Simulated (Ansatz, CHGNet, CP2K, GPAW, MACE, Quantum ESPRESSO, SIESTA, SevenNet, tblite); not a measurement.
# Σ7 (111) twist boundary in a MgS-YS solid solution (84 atoms) in CP2K

Aim: run Σ7 (111) twist boundary in a MgS-YS solid solution (84 atoms) in CP2K and see how near its forces come to a plane-wave reference, and at what cost.

Method: the method is named at each step, in CP2K 2026.2.

## (1) Starting point

The cell holds 84 atoms: 38 Mg, 42 S and 4 Y. Its edges and angles: a = 9.782 Å, b = 9.782 Å, c = 19.373 Å, α = 90.0°, β = 90.0°, γ = 120.0°. Rock-salt MgS lattice (a = 5.2289 Å, the value set for the mixture); two grains turned against each other by 38.21 deg about [111]; 1 x 1 coincidence cells, 1 lattice periods a grain, two boundaries a cell, upper grain shifted by [0, 0] of the boundary cell and opened by 0.63 Å, no atom removed; 4 of 42 Mg sites given to Y at random (lattice constant by Vegard's rule between MgS and YS); not relaxed, displaced by a Gaussian of 0.02 Å. Then every atom was moved at random, 0.05 Å r.m.s. a Cartesian component. Regions: lower grain, 42 atoms (20 Mg, 21 S and 1 Y); upper grain, 42 atoms (18 Mg, 21 S and 3 Y). The structure's axis is c.

The yardstick, on the same geometry:

- method: Kohn-Sham DFT, PBE, SSSP efficiency 1.3.0 pseudopotentials, plane waves (Quantum ESPRESSO 7.5); sssp-pbe-1.3.0-efficiency, cutoffs 45/360 Ry, Γ point
- r.m.s. force component: 0.7976 eV/Å
- longest force: 6.324 eV/Å
- pressure: 2.814 GPa
- time: 5.5 min on 4 MPI ranks of Intel Xeon Platinum 8259CL at 2.50GHz (Skylake/Cascade Lake), shared host
- CPU time: 22 min

## (2) PBE, DZVP-MOLOPT-SR, 420/50 Ry, diagonalisation

Method: Kohn-Sham DFT, PBE, GTH-PBE pseudopotentials, Gaussian and plane waves, DZVP-MOLOPT-SR-GTH, diagonalisation.

Input file input.inp:

```
&GLOBAL
  PROJECT cell
  RUN_TYPE ENERGY_FORCE
  PRINT_LEVEL LOW
&END GLOBAL
&FORCE_EVAL
  METHOD QS
  STRESS_TENSOR ANALYTICAL
  &DFT
    BASIS_SET_FILE_NAME BASIS_MOLOPT
    POTENTIAL_FILE_NAME GTH_POTENTIALS
    &MGRID
      CUTOFF 420
      REL_CUTOFF 50
    &END MGRID
    &QS
      EPS_DEFAULT 1.0E-12
    &END QS
    &SCF
      SCF_GUESS ATOMIC
      EPS_SCF 5.0E-06
      MAX_SCF 200
      ADDED_MOS 54
      &DIAGONALIZATION
        ALGORITHM STANDARD
      &END DIAGONALIZATION
      &SMEAR ON
        METHOD FERMI_DIRAC
        ELECTRONIC_TEMPERATURE [K] 580
      &END SMEAR
      &MIXING
        METHOD BROYDEN_MIXING
        ALPHA 0.15
        NBROYDEN 12
      &END MIXING
      &PRINT
        &RESTART OFF
        &END RESTART
      &END PRINT
    &END SCF
    &XC
      &XC_FUNCTIONAL PBE
      &END XC_FUNCTIONAL
    &END XC
    &PRINT
      &MULLIKEN ON
      &END MULLIKEN
      &HIRSHFELD ON
        SHAPE_FUNCTION DENSITY
      &END HIRSHFELD
      &MO ON
        EIGENVALUES T
        OCCUPATION_NUMBERS T
        MO_INDEX_RANGE 327 350
        &EACH
          QS_SCF 0
        &END EACH
        ADD_LAST NUMERIC
      &END MO
    &END PRINT
  &END DFT
  &SUBSYS
    &CELL
      A 9.78238 0.00000 0.00000
      B -4.89119 8.47179 0.00000
      C 0.00000 0.00000 19.37344
    &END CELL
    &COORD
      SCALED
      Mg 0.86032 0.56704 0.00142
      S 0.09355 0.61765 0.08324
      Mg 0.71029 0.13320 0.00136
      S 0.95521 0.19767 0.07908
      Mg 0.91015 0.37802 0.16022
      S 0.13000 0.42232 0.23020
      Mg 0.96172 0.18732 0.31446
      S 0.19225 0.23527 0.39019
      Mg 0.57595 0.71569 0.99879
      S 0.81071 0.75726 0.08045
      Mg 0.76009 0.95588 0.15395
      S 0.00070 0.99762 0.23620
      Mg 0.42806 0.29407 0.00082
      S 0.65211 0.33422 0.07754
      Mg 0.61105 0.52393 0.15720
      S 0.86844 0.57963 0.23827
      Mg 0.80245 0.75967 0.31083
      S 0.04674 0.80861 0.38617
      Y 0.47522 0.08976 0.16249
      S 0.71069 0.13049 0.23110
      Mg 0.67026 0.33786 0.30936
      S 0.89715 0.38024 0.38989
      Mg 0.29117 0.86271 0.00132
      S 0.51525 0.89930 0.07946
      Mg 0.14988 0.42884 0.99664
      S 0.37401 0.47270 0.07556
      Mg 0.33950 0.67146 0.15052
      S 0.58238 0.72759 0.23132
      Mg 0.52171 0.90444 0.31652
      S 0.75270 0.94980 0.38606
      Mg 0.99909 0.00148 0.99886
      S 0.23732 0.04657 0.07596
      Mg 0.19427 0.24025 0.15361
      S 0.43640 0.29439 0.23228
      Mg 0.39601 0.48345 0.31793
      S 0.60190 0.51622 0.38781
      Mg 0.24464 0.05326 0.31799
      S 0.46654 0.09186 0.39378
      Mg 0.06020 0.81486 0.15259
      S 0.28119 0.85389 0.23238
      Mg 0.08945 0.62685 0.31040
      S 0.33214 0.65607 0.38773
      Mg 0.57001 0.86837 0.49643
      S 0.80290 0.04869 0.58547
      Mg 0.71518 0.57277 0.49735
      S 0.93998 0.75115 0.57635
      Mg 0.76053 0.81055 0.66117
      S 0.99793 0.00365 0.73305
      Mg 0.86561 0.28551 0.49886
      S 0.09673 0.47729 0.57740
      Mg 0.90440 0.52148 0.65761
      S 0.15151 0.71542 0.72936
      Mg 0.95606 0.76293 0.81310
      S 0.18249 0.94908 0.88493
      Mg 0.13704 0.70990 0.49968
      S 0.38696 0.88961 0.57983
[... 24 atom lines left out ...]
      Mg 0.10763 0.48054 0.81133
      S 0.32722 0.66278 0.89039
      Mg 0.23475 0.18084 0.81300
      S 0.48926 0.38218 0.89207
    &END COORD
    &KIND Mg
      BASIS_SET DZVP-MOLOPT-SR-GTH-q10
      POTENTIAL GTH-PBE-q10
    &END KIND
    &KIND S
      BASIS_SET DZVP-MOLOPT-SR-GTH-q6
      POTENTIAL GTH-PBE-q6
    &END KIND
    &KIND Y
      BASIS_SET DZVP-MOLOPT-SR-GTH-q11
      POTENTIAL GTH-PBE-q11
    &END KIND
  &END SUBSYS
  &PRINT
    &FORCES ON
    &END FORCES
    &STRESS_TENSOR ON
    &END STRESS_TENSOR
  &END PRINT
&END FORCE_EVAL
```

Run with:

```sh
> OMP_NUM_THREADS=2 cp2k.psmp -i input.inp > output.txt
```

Numbers of over 12 decimals in the logs are rounded to 6 here.

What it wrote:

```text
CP2K| version string:                                       CP2K version 2026.2
 CP2K| Input file name                                                 input.inp
 GLOBAL| Basis set file name                                        BASIS_MOLOPT
 GLOBAL| Potential file name                                      GTH_POTENTIALS
 GLOBAL| Run type                                                   ENERGY_FORCE
 GLOBAL| Total number of message passing processes                             1
 GLOBAL| Number of threads for this process                                    2
 TOTAL NUMBERS AND MAXIMUM NUMBERS
  Total number of            - Atomic kinds:                                   3
                             - Atoms:                                         84
                             - Shell sets:                                    84
                             - Shells:                                       432
                             - Primitive Cartesian functions:                462
                             - Cartesian basis functions:                   1054
                             - Spherical basis functions:                    992
  Maximum angular momentum of- Orbital basis functions:                        3
                             - Local part of the GTH pseudopotential:          2
                             - Non-local part of the GTH pseudopotential:      4
 SCF PARAMETERS         Density guess:                                    ATOMIC
                        max_scf:                                             200
                        eps_scf:                                        5.00E-06
                        added MOs                                        54    0
                        Mixing method:                            BROYDEN_MIXING
                                                charge density mixing in g-space
                        Smear method:                                FERMI_DIRAC
                        Electronic temperature [K]:                        580.0
                        Electronic temperature [a.u.]:                  1.84E-03
                        Accuracy threshold:                             1.00E-10
 Extrapolation method: initial_guess
 Number of electrons:                                                        676
 Number of occupied orbitals:                                                338
 Number of molecular orbitals:                                               392
 Number of orbital functions:                                                992
 Number of independent orbital functions:                                    992
 SCF WAVEFUNCTION OPTIMIZATION
  Step     Update method      Time    Convergence         Total energy    Change
     1 NoMix/Diag. 0.15E+00   11.9     1.84334684     -2997.6995773615 -3.00E+03
     2 Broy./Diag. 0.15E+00   20.5     0.16778325     -2976.5246335178  2.12E+01
     3 Broy./Diag. 0.15E+00   19.2     0.60577691     -2984.3870530751 -7.86E+00
     4 Broy./Diag. 0.15E+00   19.8     0.28069747     -2991.0643382495 -6.68E+00
[...]
17 Broy./Diag. 0.15E+00   19.9     0.00002639     -2990.7798326774  1.49E-04
    18 Broy./Diag. 0.15E+00   20.3     0.00000164     -2990.7797402344  9.24E-05
  *** SCF run converged in    18 steps ***
  Electronic density on regular grids:       -676.0001221737       -0.0001221737
  Core density on regular grids:              675.9999999996       -0.0000000004
  Total charge density on r-space grids:       -0.0001221740
  Total charge density g-space grids:          -0.0001221740
  Overlap energy of the core charge distribution:               9.4772e-10
  Self energy of the core charge distribution:              -6864.155794
  Core Hamiltonian energy:                                   1937.352008
  Hartree energy:                                            2381.592470
  Exchange-correlation energy:                               -445.562339
  Electronic entropic energy:                                  -0.00608537
  Fermi energy:                                                 0.288891
  Total energy:                                             -2990.779740
  Total energy (extrapolated to T->0):                      -2990.776698
 MO| EIGENVALUES AND OCCUPATION NUMBERS
 MO|
 MO|  Index      Eigenvalue [a.u.]        Eigenvalue [eV]             Occupation
 MO|    327               0.181308               4.933631               2.000000
 MO|    328               0.182687               4.971161               2.000000
 MO|    329               0.183754               5.000202               2.000000
[...]
MO|    349               0.316289               8.606651               0.000001
 MO|    350               0.317667               8.644147               0.000000
 MO| Sum:                                                             676.000000
 MO| E(Fermi):            0.288891 a.u.          7.861134 eV
 !-----------------------------------------------------------------------------!
                     Mulliken Population Analysis
 #  Atom  Element  Kind  Atomic population                           Net charge
       1     Mg       1          9.216912                              0.783088
       2     S        2          6.728748                             -0.728748
       3     Mg       1          9.316154                              0.683846
[...]
83     Mg       1          9.322586                              0.677414
      84     S        2          6.622771                             -0.622771
 # Total charge                            676.000000                  0.000000
 !-----------------------------------------------------------------------------!
 !-----------------------------------------------------------------------------!
                           Hirshfeld Charges
  #Atom  Element  Kind  Ref Charge     Population                    Net charge
      1       Mg     1      10.000          9.650                         0.350
      2       S      2       6.000          6.290                        -0.290
      3       Mg     1      10.000          9.654                         0.346
[...]
83       Mg     1      10.000          9.718                         0.282
     84       S      2       6.000          6.364                        -0.364
  Total Charge                                                           -0.000
 !-----------------------------------------------------------------------------!
 ENERGY| Total FORCE_EVAL ( QS ) energy [hartree]          -2990.779616
 FORCES| Atomic forces [hartree/bohr]
 FORCES|   Atom     x               y               z               |f|
 FORCES|      1 -1.82608791E-04  3.04842847E-02 -1.46212002E-03   3.05198747E-02
 FORCES|      2  2.18269403E-03  5.31186941E-04 -2.43058279E-02   2.44094159E-02
 FORCES|      3 -5.36560070E-02  1.70830100E-03  6.58495925E-03   5.40855533E-02
[...]
FORCES|     83  1.03792182E-01 -4.32819106E-02  8.35583393E-02   1.40100453E-01
 FORCES|     84 -1.20392648E-02  1.12071965E-02 -2.68901669E-02   3.15218373E-02
 FORCES| Sum     1.34269776E-01 -3.33744581E-01 -2.53420355E-01
 FORCES| Total atomic force                                       4.40040560E-01
 STRESS| Analytical stress tensor [bar]
 STRESS|                        x                   y                   z
 STRESS|      x        6.64072748250E+04  -5.40834742680E+03   2.02543437060E+03
 STRESS|      y       -5.40834742680E+03   4.93637031750E+04   5.13061221496E+03
 STRESS|      z        2.02543437060E+03   5.13061221496E+03   2.64080954568E+04
 STRESS| 1/3 Trace                                             4.73930244856E+04
```

Run time: 6.8 min. Hardware: 2 threads of Intel Xeon Platinum 8259CL at 2.50GHz (Skylake/Cascade Lake), shared host; peak memory 3.2 GiB.

Banners, paths, timers and routine set-up lines are dropped from the logs unmarked, and long logs keep their key lines alone; longer cuts are marked.

Numbers from this run, and their distance from the reference:

```
r.m.s. force component                  : 1.886 eV/Å
r.m.s. difference of force components   : 1683 meV/Å
longest difference of force vectors     : 8901 meV/Å
force difference over r.m.s. force      : 211.1 %
slope of forces against the reference's : 1.068
correlation of force components         : 0.4523
pressure                                : 4.739 GPa
pressure difference                     : 1.925 GPa
```

This is a coarse setting, run to see what it loses.

Length of the force difference by element (eV/Å):

| element | atoms | mean | most |
| --- | --- | --- | --- |
| Mg | 38 | 4.0 | 8.9 |
| S | 42 | 0.12 | 0.27 |
| Y | 4 | 0.13 | 0.25 |

The surroundings of S84, whose charge lies farthest from its element's mean, nearest first, numbered as they follow in the input and with coordinates relative to it.

```
atom      x      y      z  distance (Å)  bonds  Hirshfeld charge (e)     Fx     Fy  Fz (eV/Å)
 S84   0.00   0.00   0.00          0.00      4                 -0.36  -0.62   0.58      -1.38
Mg13  -0.17  -0.75   2.11          2.24      4                  0.32  -0.18   0.20       3.30
Mg73   1.99  -0.48  -1.45          2.51      6                  0.28  -0.30   1.55       4.32
Mg69  -0.76   1.98  -1.58          2.64      6                  0.30   6.42  -3.75       1.05
Mg83  -1.50  -1.71  -1.53          2.74      6                  0.28   5.34  -2.23       4.30
 S64   2.55  -2.36  -0.07          3.47      4                 -0.32   0.14  -0.88       0.06
 S74   3.34   1.18  -0.12          3.55      4                 -0.36   0.71  -0.17      -0.55
 Mg9  -0.78   2.83   2.07          3.59      4                  0.35   1.56  -2.93      -3.70
 S70   0.58   3.58  -0.08          3.63      4                 -0.34  -0.12   0.19       0.77
```

Forces lie 211 % from the reference's, at 0.57 times its CPU time (on 2 against 4 cores).

The difference per atom is largest on Mg (4.0 eV/Å on average, against 0.13 on Y). The forces add up to 23 eV/Å instead of zero, usually a sign of too coarse a grid.

## (3) Summary of results

```yaml
force_difference_from_the_reference: CP2K PBE, DZVP-MOLOPT-SR, 420/50 Ry, diagonalisation (coarse), 211 %
its_cpu_time: 13 min
```

What this shows: Runs with settings chosen to be coarse differ by 211 % (CP2K PBE, DZVP-MOLOPT-SR, 420/50 Ry, diagonalisation), their programs' other errors included. In pressure, CP2K PBE, DZVP-MOLOPT-SR, 420/50 Ry, diagonalisation misses by +1.9 GPa, at the same functional. The potentials hold different valence shells: 372 electrons in the reference, 676 in CP2K with DZVP-MOLOPT-SR; this bears on time and differences. The reference's pressure holds the uncorrected Pulay stress of its 45 Ry basis, so small pressure differences, and their order, may be the reference's own error. The host structure and its lattice constant were typed by rule, without a check against the phase diagram. The reference's pressure of 2.8 GPa belongs to a cell and atoms that aren't relaxed at this level. The electronic-structure runs sample only Γ, in a cell whose shortest periodic width is 8 Å, which is coarse for a cell with partly filled levels.

[Also dropped from logs without a mark: logging warnings of Python, and SIESTA's first energy breakdown and zero terms.]

[Logs are printed without paths, hosts, clocks, repeated set-up lines and the standing remarks that a program may print on its own settings, such as how far it seeks lower states.]

[Hosts, paths, dates, database ids (printed as entryN), source tags and the programs' standing remarks are cut or masked in the printed files.]
